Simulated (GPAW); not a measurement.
# Quasiparticle gap of Mg2NCl (R-3m) in GPAW

Wanted: ground state, empty states, screening and self-energy for Mg2NCl (R-3m).

Method: LDA and many-body steps on it, plane waves, in GPAW 26.7.0.

## Step 1: Starting point

It takes space group R-3m (No. 166, trigonal). Conventional cell: a = 3.321 Å, b = 3.321 Å, c = 18.009 Å, α = 90.00°, β = 90.00°, γ = 120.00°. Mg has 3 N at 2.17 Å and 3 Cl at 2.76 Å and 3 Mg at 2.79 Å nearest. Nearest to N lie 6 Mg at 2.17 Å. Nearest to Cl lie 6 Mg at 2.76 Å. Farther neighbours and most contacts between anions are not listed.

Coordinates:

```cif
data_structure
_symmetry_space_group_name_H-M 'R-3m:H'
_symmetry_Int_Tables_number 166
_cell_length_a 3.3213
_cell_length_b 3.3213
_cell_length_c 18.0089
_cell_angle_alpha 90.000
_cell_angle_beta 90.000
_cell_angle_gamma 120.000
_cell_volume 172.05
loop_
_atom_site_label
_atom_site_type_symbol
_atom_site_symmetry_multiplicity
_atom_site_Wyckoff_symbol
_atom_site_fract_x
_atom_site_fract_y
_atom_site_fract_z
_atom_site_occupancy
Mg1 Mg 6 c 0.33333 0.66667 0.88948 1
N1 N 3 b 0.66667 0.33333 0.83333 1
Cl1 Cl 3 a 0.00000 0.00000 0.00000 1
```

The cell and positions are those that the Materials Project relaxed with its own functionals (PBE, PBE+U or r2SCAN), kept fixed.

## Step 2: Ground state

This step: GPAW 26.7.0; DFT, LDA, plane waves, PAW.

The ground-state density comes first.

run.py reads:

```python
import json
import numpy as np
from gpaw.mpi import world
from ase import Atoms
from gpaw import GPAW, PW, FermiDirac

atoms = Atoms(['Mg', 'Mg', 'N', 'Cl'],
    cell=[[1.6606666161, 0.9587863178, 6.0029770000],
      [-1.6606666161, 0.9587863178, 6.0029770000],
      [0.0000000000, -1.9175726357, 6.0029770000]],
    scaled_positions=[[0.2228150000, 0.2228150000, 0.2228150000],
      [0.7771850000, 0.7771850000, 0.7771850000],
      [0.5000000000, 0.5000000000, 0.5000000000],
      [0.0000000000, 0.0000000000, 0.0000000000]],
    pbc=(True, True, True))
calc = GPAW(mode=PW(600),
    xc='LDA',
    kpts={'size': (8, 8, 8), 'gamma': True},
    occupations=FermiDirac(0.001),
    nbands=-8,
    convergence={'density': 1e-6, 'bands': -3},
    maxiter=100,
    txt='gs.txt')
atoms.calc = calc
res = {'energy': atoms.get_potential_energy()}
kpts = calc.get_ibz_k_points()
res['kpts'] = kpts
res['eigenvalues'] = [calc.get_eigenvalues(kpt=k) for k in range(len(kpts))]
res['n_electrons'] = calc.get_number_of_electrons()
calc.write('gs.gpw')

if world.rank == 0:
    with open('result.json', 'w') as f:
        json.dump(res, f, default=lambda x: x.tolist())
```

Started as:

```bash
$ mpirun -n 4 gpaw python run.py
```

The program printed:

```text
__  _  _
 | _ |_)|_||  |
 |__||  | ||/\| - 26.7.0

Input parameters:
  mode=PW(ecut=600.0),
  convergence={'density': 1e-06, 'bands': -3},
  kpts=MonkhorstPack(size=(8, 8, 8), gamma=True),
  maxiter=100,
  nbands=-8,
  occupations=Occupations(name='fermi-dirac', width=0.001, fixmagmom=False),
  xc=XC(name='LDA')
  [... matrices ...]
Diagonalizing LCAO Hamiltonian
Converting LCAO to pw mode

       Mg

       N

       Mg

       Cl

Atoms  # Å, Bohr magnetons
|   | symbol |         x |         y |         z |    initial magnetic moments |
| 0 |     Mg | -0.000000 | -0.000000 |  4.012660 | ( 0.0000,  0.0000,  0.0000) |
| 1 |     Mg | -0.000000 | -0.000000 | 13.996271 | ( 0.0000,  0.0000,  0.0000) |
| 2 |      N |  0.000000 | -0.000000 |  9.004465 | ( 0.0000,  0.0000,  0.0000) |
| 3 |     Cl |  0.000000 |  0.000000 |  0.000000 | ( 0.0000,  0.0000,  0.0000) |

Unit cell  # Å
| periodic |         x |         y |        z |  lengths |    angles |
|      yes |  1.660667 |  0.958786 | 6.002977 | 6.301811 | 30.558313 |
|      yes | -1.660667 |  0.958786 | 6.002977 | 6.301811 | 30.558313 |
|      yes |  0.000000 | -1.917573 | 6.002977 | 6.301811 | 30.558313 |

Number of symmetries: 12
Symmetry operations  # r_c * U_cc + t_c -> r_c
|    | kind |            matrix            |
|  0 |  E   |  1, 0, 0,  0, 1, 0,  0, 0, 1 |
|  1 |  σ   |  1, 0, 0,  0, 0, 1,  0, 1, 0 |
|  2 |  σ   |  0, 1, 0,  1, 0, 0,  0, 0, 1 |
|  3 |  C3  |  0, 1, 0,  0, 0, 1,  1, 0, 0 |
|  4 |  C3  |  0, 0, 1,  1, 0, 0,  0, 1, 0 |
|  5 |  σ   |  0, 0, 1,  0, 1, 0,  1, 0, 0 |
|  6 |  C2  |  0, 0,-1,  0,-1, 0, -1, 0, 0 |
|  7 |  S6  |  0, 0,-1, -1, 0, 0,  0,-1, 0 |
|  8 |  S6  |  0,-1, 0,  0, 0,-1, -1, 0, 0 |
|  9 |  C2  |  0,-1, 0, -1, 0, 0,  0, 0,-1 |
| 10 |  C2  | -1, 0, 0,  0, 0,-1,  0,-1, 0 |
| 11 |  i   | -1, 0, 0,  0,-1, 0,  0, 0,-1 |

BZ-sampling:
  Number of BZ points: 512
  Number of IBZ points: 65

  Monkhorst-Pack size: [8, 8, 8]
  Monkhorst-Pack shift: [0.0625, 0.0625, 0.0625]

K-points  # in reciprocal-cell coordinates
|     |                                coordinates |     weight |
|   0 | (  0.00000000,   0.00000000,   0.00000000) | 0.00195312 |
|   1 | (  0.12500000,   0.00000000,  -0.12500000) | 0.01171875 |
|   2 | (  0.12500000,   0.00000000,   0.00000000) | 0.01171875 |
|   3 | (  0.12500000,   0.12500000,  -0.12500000) | 0.01171875 |
|   4 | (  0.12500000,   0.12500000,   0.00000000) | 0.01171875 |
|   5 | (  0.12500000,   0.12500000,   0.12500000) | 0.00390625 |
|   6 | (  0.25000000,  -0.12500000,  -0.12500000) | 0.01171875 |
|   7 | (  0.25000000,   0.00000000,  -0.25000000) | 0.01171875 |
|   8 | (  0.25000000,   0.00000000,  -0.12500000) | 0.02343750 |
|   9 | (  0.25000000,   0.00000000,   0.00000000) | 0.01171875 |
| ... |                                            |            |
|  64 | (  0.50000000,   0.50000000,   0.50000000) | 0.00195312 |

Plane wave coefficients: 1961
Cutoff: 600.0 eV

Spin-components: 1 (collinear spins)
Bands:           24
Projectors:      20
Spin-degeneracy: 2
Datatype:        complex128

  Storage: CPU
  Wave functions: 48_946_560 bytes (12_236_640 per core)
  Projectors: 57_104_320 bytes (14_276_080 per core)
  [... matrices ...]
Parallelization:
  kpt:    4
  domain: 1
  band:   1

Density:
  Valence electrons: 32.0
  Components: 1
  Grid points: [36 36 36]
  Charge: 0.0  # |e|

Potential:
  Grid points: [36 36 36]

species:
  Mg:
    name:    Magnesium
    Z:       12.0
    valence: 10
    core:    2
    charge:  0.0  # [|e|]
    compensation charges:
      type: gauss
      rc: 0.33  # [Å]
      lmax: 2
    cutoffs:
      filter: 1.86  # [Å]
      core: 0.54  # [Å]
    projectors
    | kind |    occ | energy [eV] | rcut [Å] |
    |   2s |  2.000 |     -79.291 |    1.090 |
    |   3s |  2.000 |      -4.782 |    1.090 |
    |   2p |  6.000 |     -46.725 |    1.085 |
    |   3p |  0.000 |      -1.374 |    1.085 |
    |    d |        |       0.000 |    1.037 |

    Using partial waves for Mg as LCAO basis

  N:
    name:    Nitrogen
    Z:       7.0
    valence: 5
    core:    2
    charge:  0.0  # [|e|]
    compensation charges:
      type: gauss
      rc: 0.18  # [Å]
      lmax: 2
    cutoffs:
      filter: 1.11  # [Å]
      core: 0.96  # [Å]
    projectors
    | kind |    occ | energy [eV] | rcut [Å] |
    |   2s |  2.000 |     -18.420 |    0.603 |
    |   2p |  3.000 |      -7.237 |    0.529 |
    |    s |        |       8.791 |    0.603 |
    |    p |        |      19.974 |    0.529 |
    |    d |        |       0.000 |    0.577 |

    Using partial waves for N as LCAO basis

  Cl:
    name:    Chlorine
    Z:       17.0
    valence: 7
    core:    10
    charge:  0.0  # [|e|]
    compensation charges:
      type: gauss
      rc: 0.25  # [Å]
      lmax: 2
    cutoffs:
      filter: 1.40  # [Å]
      core: 1.49  # [Å]
    projectors
    | kind |    occ | energy [eV] | rcut [Å] |
    |   3s |  2.000 |     -20.688 |    0.794 |
    |   3p |  5.000 |      -8.701 |    0.794 |
    |    s |        |       6.523 |    0.794 |
    |    p |        |      18.511 |    0.794 |
    |    d |        |       0.000 |    0.794 |

    Using partial waves for Cl as LCAO basis

Reference energy: -24844.464110  # eV

eigensolver:
  PPCG
  Converge bands: -3
  niter=2

density mixing:
  MSR1-Mixer
  Pratt-step length: 0.05
  Maximum mixing coefficient: 0.75
  Old densities: 10
  SVD Regularization: 0.005
  Good broyden scale: 1.0
  Trust region scale: 1.0
  Backstep threshold: 4.0
  History deletion threshold: 6.0
  Fourier metric: weight=20.0, sigma=0.015

occupation numbers:
  Fermi-Dirac:
    width: 0.0010  # eV

poisson solver:
  ecut: 4800.0  # eV

xc functional:
  name: None

Initialization done in: 3.376 s

convergence criteria:
- Maximum integral of absolute [dens]ity change: 1e-06 electrons / valence electron
- Maximum [total energy] change in last 3 cyles: 0.0005 eV / valence electron
- Maximum integral of absolute [eigenst]ate change: 4e-08 eV^2 / valence electron
maximum number of iterations: 100

SCF iterations
|iter     |     time |      energy | eigst |  dens |
|iter:   1|  |  -23.482916 | +0.84 |       |
|iter:   2|  |  -22.549142 | -0.46 | -1.03 |
|iter:   3|  |  -20.228071 | -0.18 | -1.08 |
|iter:   4|  |  -20.178398 | -1.93 | -1.57 |
|iter:   5|  |  -20.163153 | -2.31 | -1.82 |
|iter:   6|  |  -20.162753c| -3.71 | -2.66 |
|iter:   7|  |  -20.162741c| -4.92 | -3.02 |
|iter:   8|  |  -20.162741c| -6.02 | -3.86 |
|iter:   9|  |  -20.162741c| -6.55 | -4.37 |
|iter:  10|  |  -20.162741c| -7.48c| -5.40 |
|iter:  11|  |  -20.162741c| -7.80c| -6.02c|

Converged in 11 steps
SCF loop duration: 34.346 s (3.122 s/step)
Energy contributions relative to reference atoms: (reference = -24844.464110)
  [... matrices ...]
Energy contributions:
  Kinetic:           7.249299
  Coulomb:          -4.292310
  Zero:             -0.147684
  External:          0.000000
  Xc:              -22.972046
  Entropy:          -0.000000
  Spinorbit:         0.000000
  ----------------------------
  Free energy:     -20.162741
  Extrapolated:    -20.162741

dipole moment: (-0.000000, 0.000000, -67.457816)  # |e|*Ang

Fermi level: 4.933
Eigenvalues  # (at kpt = [0.000, 0.000, 0.000])
| band index |      eig [eV] | occ [0-2] |
|          0 |       -68.833 |     2.000 |
|        ... |               |           |
|          8 |       -11.427 |     2.000 |
|          9 |        -7.656 |     2.000 |
|         10 |        -1.337 |     2.000 |
|         11 |         2.668 |     2.000 |
|         12 |         2.668 |     2.000 |
|         13 |         3.903 |     2.000 |
|         14 |         4.869 |     2.000 |
|         15 |         4.869 |     2.000 |
|         16 |         7.034 |     0.000 |
|         17 |        10.107 |     0.000 |
|         18 |        13.121 |     0.000 |
|         19 |        13.605 |     0.000 |
|         20 |        14.157 |     0.000 |
|         21 |        14.167 |     0.000 |
|         22 |        14.991 |     0.000 |
|         23 |        16.613 |     0.000 |

Gap: 2.164 eV
Transition (v -> c):
  (s=0, k=0, n=15, [0.00, 0.00, 0.00]) -> (s=0, k=0, n=16, [0.00, 0.00, 0.00])
No difference between direct/indirect transitions
# Writing to gs.gpw (mode='')
  [... matrices ...]
```

Run time: 39 s. Hardware: 4 MPI ranks of Arm Neoverse V1, shared host; peak memory 0.94 GiB; 2.6 min of CPU time.

Numbers from this step:

```yaml
total_energy: -20.16 eV
gap: 2.164 eV
k_of_the_valence_top: 0, 0, 0
k_of_the_conduction_bottom: 0, 0, 0
least_direct_gap: 2.164 eV
```

The gap is direct, at Γ.

## Step 3: Bands along the symmetry lines

Levels along a band path, at the cheap level, show where the edges lie and whether the meshes to come will hold them.

run.py reads:

```python
import json
import numpy as np
from gpaw.mpi import world
from gpaw import GPAW

path = [[0.000000, 0.000000, 0.000000],
    [0.062500, 0.062500, 0.062500],
    [0.125000, 0.125000, 0.125000],
    [0.187500, 0.187500, 0.187500],
    [0.250000, 0.250000, 0.250000],
    [0.312500, 0.312500, 0.312500],
    [0.375000, 0.375000, 0.375000],
    [0.437500, 0.437500, 0.437500],
    [0.500000, 0.500000, 0.500000],
    [0.539541, 0.460459, 0.500000],
    [0.579082, 0.420918, 0.500000],
    [0.618623, 0.381377, 0.500000],
    [0.658163, 0.341837, 0.500000],
    [0.697704, 0.302296, 0.500000],
    [0.737245, 0.262755, 0.500000],
    [0.776786, 0.223214, 0.500000],
    [0.816327, 0.183673, 0.500000],
    [0.500000, -0.183673, 0.183673],
    [0.500000, -0.160714, 0.160714],
    [0.500000, -0.137755, 0.137755],
    [0.500000, -0.114796, 0.114796],
    [0.500000, -0.091837, 0.091837],
    [0.500000, -0.068877, 0.068877],
    [0.500000, -0.045918, 0.045918],
    [0.500000, -0.022959, 0.022959],
    [0.500000, 0.000000, 0.000000],
    [0.437500, 0.000000, 0.000000],
    [0.375000, 0.000000, 0.000000],
    [0.312500, 0.000000, 0.000000],
    [0.250000, 0.000000, 0.000000],
    [0.187500, 0.000000, 0.000000],
    [0.125000, 0.000000, 0.000000],
    [0.062500, 0.000000, 0.000000],
    [0.000000, 0.000000, 0.000000],
    [0.042730, -0.042730, 0.000000],
    [0.085459, -0.085459, 0.000000],
    [0.128189, -0.128189, 0.000000],
    [0.170918, -0.170918, 0.000000],
    [0.213648, -0.213648, 0.000000],
    [0.256377, -0.256377, 0.000000],
    [0.299107, -0.299107, 0.000000],
    [0.341837, -0.341837, 0.000000],
    [0.658163, 0.000000, 0.341837],
    [0.638393, 0.000000, 0.361607],
    [0.618623, 0.000000, 0.381377],
    [0.598852, 0.000000, 0.401148],
    [0.579082, 0.000000, 0.420918],
    [0.559311, 0.000000, 0.440689],
    [0.539541, 0.000000, 0.460459],
    [0.519770, 0.000000, 0.480230],
    [0.500000, 0.000000, 0.500000],
    [0.437500, 0.000000, 0.437500],
    [0.375000, 0.000000, 0.375000],
    [0.312500, 0.000000, 0.312500],
    [0.250000, 0.000000, 0.250000],
    [0.187500, 0.000000, 0.187500],
    [0.125000, 0.000000, 0.125000],
    [0.062500, 0.000000, 0.062500],
    [0.000000, 0.000000, 0.000000]]
calc = GPAW('gs.gpw').fixed_density(kpts=path,
    symmetry='off',
    nbands=26,
    convergence={'bands': 22},
    txt='bands.txt')
res = {}
kpts = calc.get_ibz_k_points()
res['kpts'] = kpts
res['eigenvalues'] = [calc.get_eigenvalues(kpt=k) for k in range(len(kpts))]
res['n_electrons'] = calc.get_number_of_electrons()

if world.rank == 0:
    with open('result.json', 'w') as f:
        json.dump(res, f, default=lambda x: x.tolist())
```

Started as:

```bash
$ mpirun -n 4 gpaw python run.py
```

The program printed:

```text
Diagonalizing LCAO Hamiltonian
Converting LCAO to pw mode
convergence criteria:
- Maximum integral of absolute [eigenst]ate change: 4e-08 eV^2 / valence electron
maximum number of iterations: 100

SCF iterations
|iter     |     time |      energy | eigst |  dens |
|iter:   1|  |             | +1.11 |       |
|iter:   2|  |             | -0.03 |       |
|iter:   3|  |             | -0.78 |       |
[...]
|iter:   8|  |             | -5.91 |       |
|iter:   9|  |             | -6.69 |       |
|iter:  10|  |             | -7.66c|       |
SCF steps: 10
  __  _  _
 | _ |_)|_||  |
 |__||  | ||/\| - 26.7.0

Input parameters:
  mode=PW(ecut=600.0),
  convergence={'bands': 22},
  gpts=array([36, 36, 36]),
  kpts=KPoints(kpts=array([[ 0.      ,  0.      ,  0.      ],
         [ 0.0625  ,  0.0625  ,  0.0625  ],
         [ 0.125   ,  0.125   ,  0.125   ],
         [ 0.1875  ,  0.1875  ,  0.1875  ],
[...]
[ 0.539541,  0.460459,  0.5     ],
         [ 0.579082,  0.420918,  0.5     ],
         [ 0.618623,  0.381377,  0.5     ],
[...]
[ 0.5     , -0.183673,  0.183673],
         [ 0.5     , -0.160714,  0.160714],
         [ 0.5     , -0.137755,  0.137755],
[...]
[ 0.5     , -0.045918,  0.045918],
         [ 0.5     , -0.022959,  0.022959],
[...]
[ 0.299107, -0.299107,  0.      ],
         [ 0.341837, -0.341837,  0.      ],
         [ 0.658163,  0.      ,  0.341837],
         [ 0.638393,  0.      ,  0.361607],
         [ 0.618623,  0.      ,  0.381377],
         [ 0.598852,  0.      ,  0.401148],
         [ 0.579082,  0.      ,  0.420918],
         [ 0.559311,  0.      ,  0.440689],
         [ 0.539541,  0.      ,  0.460459],
[...]
[ 0.125   ,  0.      ,  0.125   ],
         [ 0.0625  ,  0.      ,  0.0625  ],
         [ 0.      ,  0.      ,  0.      ]])),
  maxiter=100,
  nbands=26,
  occupations=Occupations(name='fermi-dirac', width=0.001, fixmagmom=False),
  parallel={},
  symmetry=Symmetry(point_group=False, time_reversal=False),
  xc=XC(name='LDA')
  [... matrices ...]
timing:  # [seconds]
  Total: 0.025  # ━━━━━━━━━━━━━━━━━━━━━━━━━━━━━━━━━━━━━━━━━━━━━━━━━━━━━━━━━━━
```

It took 33 s on 4 MPI ranks; peak memory 1 GiB.

Numbers from this step:

```
gap                        : 2.164 eV
k of the valence top       : 0, 0, 0
k of the conduction bottom : 0, 0, 0
least direct gap           : 2.164 eV
```

The gap is 2.164 eV, as in the run before at this level.

The electronic bands at the labelled points (eV, zero at the top of the highest filled band):

| point | band 13 | band 14 | band 15 | band 16 | band 17 | band 18 | band 19 | band 20 |
| --- | --- | --- | --- | --- | --- | --- | --- | --- |
| Γ | -2.20 | -0.97 | 0.00 | 0.00 | 2.16 | 5.24 | 8.25 | 8.74 |
| halfway | -2.20 | -1.85 | -0.01 | -0.01 | 3.16 | 5.20 | 7.62 | 8.40 |
| T | -2.19 | -2.19 | -0.02 | -0.02 | 4.48 | 4.72 | 7.03 | 8.12 |
| halfway | -3.00 | -1.94 | -1.66 | -0.71 | 4.93 | 5.16 | 7.30 | 7.30 |
| H2 | -4.56 | -2.67 | -2.52 | -0.93 | 4.56 | 4.94 | 6.32 | 7.64 |
| jump to H0 | -4.56 | -2.67 | -2.52 | -0.93 | 4.56 | 4.94 | 6.32 | 7.64 |
| halfway | -4.09 | -3.48 | -1.64 | -1.23 | 4.85 | 6.07 | 6.56 | 7.12 |
| L | -3.90 | -3.01 | -1.45 | -0.78 | 4.24 | 5.76 | 6.19 | 6.98 |
| halfway | -2.64 | -2.30 | -1.07 | -0.42 | 4.21 | 5.77 | 7.10 | 7.21 |
| Γ | -2.20 | -0.97 | 0.00 | 0.00 | 2.16 | 5.24 | 8.25 | 8.74 |
| halfway | -3.12 | -2.59 | -1.07 | -0.77 | 4.65 | 5.68 | 7.39 | 7.58 |
| S0 | -4.57 | -2.75 | -2.49 | -0.94 | 4.49 | 5.39 | 5.93 | 7.78 |
| jump to S2 | -4.57 | -2.75 | -2.49 | -0.94 | 4.49 | 5.39 | 5.93 | 7.78 |
| halfway | -3.79 | -2.83 | -1.53 | -0.80 | 3.51 | 4.67 | 6.42 | 6.85 |
| F | -3.04 | -2.95 | -0.77 | -0.71 | 3.08 | 3.93 | 5.36 | 8.71 |
| halfway | -2.65 | -2.22 | -1.02 | -0.38 | 3.98 | 5.36 | 6.80 | 8.04 |
| Γ | -2.20 | -0.97 | 0.00 | 0.00 | 2.16 | 5.24 | 8.25 | 8.74 |

## Step 4: Empty states on the mesh, 4×4×4 mesh, 103 bands

The sums over transitions need many empty states on a uniform mesh; this step solves for them.

run.py reads:

```python
import json
import numpy as np
from gpaw.mpi import world
from gpaw import GPAW

calc = GPAW('gs.gpw').fixed_density(kpts={'size': (4, 4, 4), 'gamma': True},
    nbands=120,
    convergence={'bands': 103},
    txt='nscf.txt')
calc.write('full.gpw', mode='all')
res = {}
kpts = calc.get_ibz_k_points()
res['kpts'] = kpts
res['eigenvalues'] = [calc.get_eigenvalues(kpt=k) for k in range(len(kpts))]
res['n_electrons'] = calc.get_number_of_electrons()

if world.rank == 0:
    with open('result.json', 'w') as f:
        json.dump(res, f, default=lambda x: x.tolist())
```

Started as:

```bash
$ mpirun -n 4 gpaw python run.py
```

The program printed:

```text
Diagonalizing LCAO Hamiltonian
Converting LCAO to pw mode
convergence criteria:
- Maximum integral of absolute [eigenst]ate change: 4e-08 eV^2 / valence electron
maximum number of iterations: 100

SCF iterations
|iter     |     time |      energy | eigst |  dens |
|iter:   1|  |             | +4.12 |       |
|iter:   2|  |             | +2.89 |       |
|iter:   3|  |             | +1.71 |       |
[...]
|iter:  12|  |             | -6.75 |       |
|iter:  13|  |             | -7.34 |       |
|iter:  14|  |             | -7.84c|       |
SCF steps: 14
  __  _  _
 | _ |_)|_||  |
 |__||  | ||/\| - 26.7.0

Input parameters:
  mode=PW(ecut=600.0),
  convergence={'bands': 103},
  gpts=array([36, 36, 36]),
  kpts=MonkhorstPack(size=(4, 4, 4), gamma=True),
  maxiter=100,
  nbands=120,
  occupations=Occupations(name='fermi-dirac', width=0.001, fixmagmom=False),
  parallel={},
  xc=XC(name='LDA')
# Writing to full.gpw (mode='all')
  [... matrices ...]

timing:  # [seconds]
  Total: 0.037  # ━━━━━━━━━━━━━━━━━━━━━━━━━━━━━━━━━━━━━━━━━━━━━━━━━━━━━━━━━━━
```

Run time: 57 s. Hardware: 4 MPI ranks; peak memory 1.1 GiB.

This step gave:

| Item | Value |
| --- | --- |
| gap | 2.164 eV |
| k of the valence top | 0, 0, 0 |
| k of the conduction bottom | 0, 0, 0 |
| least direct gap | 2.164 eV |
| k points computed | 13 |
| lowest point of the top converged band, above the valence top | 64.7222 eV |

On this mesh the gap is 2.164 eV.

[end of part 1 of 2]

[Paths, hosts, dates, memory and timing lines, banners, echoed tables and standing remarks are left out of the program output.]

[Logs are printed without paths, hosts, clocks, repeated set-up lines and the standing remarks that a program may print on its own settings, such as how far it seeks lower states.]

[Runs of the session that timed out or met a known fault of the program may be left out.]

[Hosts, paths, dates, database ids (printed as entryN), source tags and the programs' standing remarks are cut or masked in the printed files.]
